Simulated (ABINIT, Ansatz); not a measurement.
# Sr2SiS4 (P2_1/m): G0W0 on several meshes in ABINIT, part 2 of 2

Aim: the GW shift of Sr2SiS4 (P2_1/m) against the k mesh.

ABINIT 10.8.3; LDA and many-body steps on it, plane waves. Known limits of the many-body steps: not at the basis limit; no spin-orbit coupling; coarse k mesh.

So far. Step 4 (2×2×2): The gap on the mesh goes from 2.77 eV to 4.54 eV, a correction of +1.77 eV. Step 5 (Empty states on the mesh, 2×1×1 mesh, 293 bands): On this mesh the gap is 2.767 eV.

## 7. 2×1×1

This step: G0W0 on LDA, plane waves, norm-conserving pseudopotentials.

run.abi reads:

```
acell 3*1.0 Angstrom
rprim 
  6.608739210500 0.000000000000 -0.000000000000
  0.000000000000 6.659542380000 0.000000000000
  -2.582748258700 0.000000000000 7.848229828000
ntypat 3
znucl 38 14 16
natom 14
typat 1 1 1 1 2 2 3 3 3 3 3 3 3 3
xred 
  0.283671200000 0.750000000000 0.951809120000
  0.716328800000 0.250000000000 0.048190880000
  0.224829900000 0.750000000000 0.429263770000
  0.775170100000 0.250000000000 0.570736230000
  0.721301030000 0.750000000000 0.796846200000
  0.278698970000 0.250000000000 0.203153800000
  0.886453430000 0.750000000000 0.061575940000
  0.113546570000 0.250000000000 0.938424060000
  0.916900480000 0.750000000000 0.635667980000
  0.083099520000 0.250000000000 0.364332020000
  0.510384140000 0.501966720000 0.737248200000
  0.489615860000 0.001966720000 0.262751800000
  0.489615860000 0.498033280000 0.262751800000
  0.510384140000 0.998033280000 0.737248200000
pp_dirpath "pseudos"
pseudos "Sr.upf, Si.upf, S.upf"
ecut 28
ngkpt 2 1 1
nshiftk 1
shiftk 0 0 0
kptopt 1
chksymbreak 0
istwfk *1
occopt 1
irdwfk 1
optdriver 4
nband 267
gwcalctyp 0
ecutsigx 28
symsigma 1
nkptgw 2
kptgw 
  0.0000000000 0.0000000000 0.0000000000
  0.5000000000 0.0000000000 0.0000000000
bdgw 
  47 50
  47 50
ecuteps 4.2
irdscr 1
ppmodel 1
indata_prefix "in"
outdata_prefix "out"
tmpdata_prefix "tmp"
```

On the command line:

```bash
> OMP_NUM_THREADS=1 mpirun -n 16 abinit run.abi > log
```

Numbers of over 12 decimals in the logs are rounded to 6 here.

Log:

```text
.Version 10.8.3 of ABINIT. v10.8.2 released Aug 2026.

 Symmetries : space group P2_1/m (# 11); Bravais mP (primitive monocl.)
[... echo of the input left out ...]
== DATASET  1 ==================================================================
-   mpi_nproc: 16, omp_nthreads: 1 (-1 if OMP is not activated)

--- !DatasetInfo
iteration_state: {dtset: 1, }
dimensions: {natom: 14, nkpt: 2, mband: 267, nsppol: 1, nspinor: 1, nspden: 1, mpw: 16528, }
cutoff_energies: {ecut:  28.0, pawecutdg:  -1.0, }
electrons: {nelect:   9.60000000E+01, charge:   0.00000000E+00, occopt:   1.00000000E+00, tsmear:   1.00000000E-02, }

 SIGMA: Calculation of the GW corrections

 Based on a program developped by R.W. Godby, V. Olevano, G. Onida, and L. Reining.
 Incorporated in ABINIT by V. Olevano, G.-M. Rignanese, and M. Torrent.
.Using double precision arithmetic ; gwpc =  8

[... cell and pseudopotentials left out ...]
--------------------------------------------------------------------------------

 ==== K-mesh for the wavefunctions ====
 Number of points in the irreducible wedge :     2
[... list of points left out ...]
 Together with  4 symmetry operations and time-reversal symmetry
 yields     2 points in the full Brillouin Zone.

 ==== Q-mesh for screening function ====
 Number of points in the irreducible wedge :     2
[... list of points left out ...]
 Together with  4 symmetry operations and time-reversal symmetry
 yields     2 points in the full Brillouin Zone.

 vcoul_init : cutoff-mode = AUXILIARY_FUNCTION
 q-points for optical limit:   1
     1)      0.000010    0.000020    0.000030
 setmesh: FFT mesh size selected  =    60x   60x   72
          total number of points  =       259200

 Number of electrons calculated from density =   96.0000; Expected =   96.0000
[...]
number of bands                                   267
 number of q-points in IBZ                           2
 number of frequencies                               2
 number of real frequencies                          1
 number of imag frequencies                          1

 matrix elements of self-energy operator (all in [eV])

 Perturbative Calculation

--- !SelfEnergy_ee
iteration_state: {dtset: 1, }
kpoint     : [   0.000,    0.000,    0.000, ]
spin       : 1
KS_gap     :    3.139
QP_gap     :    4.598
Delta_QP_KS:    1.459
data: !SigmaeeData |
     Band     E0 <VxcDFT>   SigX SigC(E0)      Z dSigC/dE  Sig(E)    E-E0       E
       47   3.591 -13.011 -16.527   2.768   0.778  -0.285 -13.593  -0.582   3.009
       48   3.808 -12.909 -16.116   2.531   0.779  -0.284 -13.435  -0.527   3.282
       49   6.948  -9.860  -5.175  -3.534   0.811  -0.233  -8.927   0.933   7.880
[...]
--- !SelfEnergy_ee
iteration_state: {dtset: 1, }
kpoint     : [   0.500,    0.000,    0.000, ]
spin       : 1
KS_gap     :    2.952
QP_gap     :    4.679
Delta_QP_KS:    1.727
data: !SigmaeeData |
     Band     E0 <VxcDFT>   SigX SigC(E0)      Z dSigC/dE  Sig(E)    E-E0       E
[...]
49   6.575  -9.731  -5.027  -3.300   0.820  -0.219  -8.580   1.152   7.727
       50   6.981  -9.976  -5.272  -3.441   0.812  -0.232  -8.950   1.026   8.007

 New Fermi energy :        1.958219E-01 Ha ,    5.328585E+00 eV

 === QP Band Gaps ===
  >>>> For spin  1
   Minimum direct gap =   4.5985 [eV], located at k-point      :   0.0000  0.0000  0.0000
   Fundamental gap    =   4.4447 [eV], Top of valence bands at :   0.0000  0.0000  0.0000
                                       Bottom of conduction at :   0.5000  0.0000  0.0000

== END DATASET(S) ==============================================================
================================================================================

 -outvars: echo values of variables after computation  --------
           etotal      0.0000000000E+00
            nband         267
             nkpt           2
          spgroup          11
 [... the other variables as echoed above ...]

 Calculation completed.
```

Wall time 27 s (16 MPI ranks of Arm Neoverse N1, shared host); peak memory 5.1 GiB; 7.3 min of CPU time.

This step gave:

| Item | Value |
| --- | --- |
| G0W0 gap on the points computed | 4.445 eV |
| starting gap on the mesh | 2.767 eV |
| k of the valence top | 0, 0, 0 |
| k of the conduction bottom | 0.5, 0, 0 |
| Z at the valence top | 0.779 |
| Z at the conduction bottom | 0.82 |
| least direct G0W0 gap on the computed points | 4.598 eV |

Against G0W0 in ABINIT (2×2×2 mesh, 267 bands, screening to 114.3 eV, Godby-Needs plasmon pole), the gap moves by −0.090 eV.

## 8. Side by side

Times are wall times on 16 MPI ranks of Arm Neoverse N1, shared host, good to a factor of about two. A run's time includes the screening step that it read.

```csv
run,mesh,bands,screening cutoff (eV),DFT gap (eV),gap on the mesh (eV),direct (eV),ε∞ used,time
2×2×2,2×2×2,267,114.3,2.767,4.535,4.671,4.86,15 min
2×1×1,2×1×1,267,114.3,2.767,4.445,4.598,5.91,2.2 min
```

## 9. What came out

```yaml
2x2x2: 4.535 eV
2x1x1: 4.445 eV
known_limits: not at the basis limit; no spin-orbit coupling; coarse k mesh
```

**Reading.** 2×1×1: −0.090 eV against 2×2×2. Bands and cutoff are finite, so the gap is not at the basis limit. The miss can reach some tenths of an eV and take either sign; the mesh is an error of its own. In the G0W0 runs levels were corrected at 2 k points alone, so a gap called «on the mesh» is the least over those, and an edge elsewhere would be missed. The 2×2×2 mesh is coarse for this cell, which bears on the long-range parts of exchange and screening. The many-body steps are scalar-relativistic: spin-orbit coupling is not in them.

[Paths, hosts, dates, memory and timing lines, banners, echoed tables and standing remarks are left out of the program output.]

[Logs are printed without paths, hosts, clocks, repeated set-up lines and the standing remarks that a program may print on its own settings, such as how far it seeks lower states.]

[Runs of the session that timed out or met a known fault of the program may be left out.]

[Hosts, paths, dates, database ids (printed as entryN), source tags and the programs' standing remarks are cut or masked in the printed files.]

[G0W0 gaps are taken among the corrected bands and points alone; a level outside them can change the order at an edge.]

[Where Ansatz stands beside ABINIT at settings called matched, ABINIT's density can come from a denser mesh and the files from another edition; pairs whose starting gaps differed by over 0.03 eV were left out, so agreement reads better than it is.]
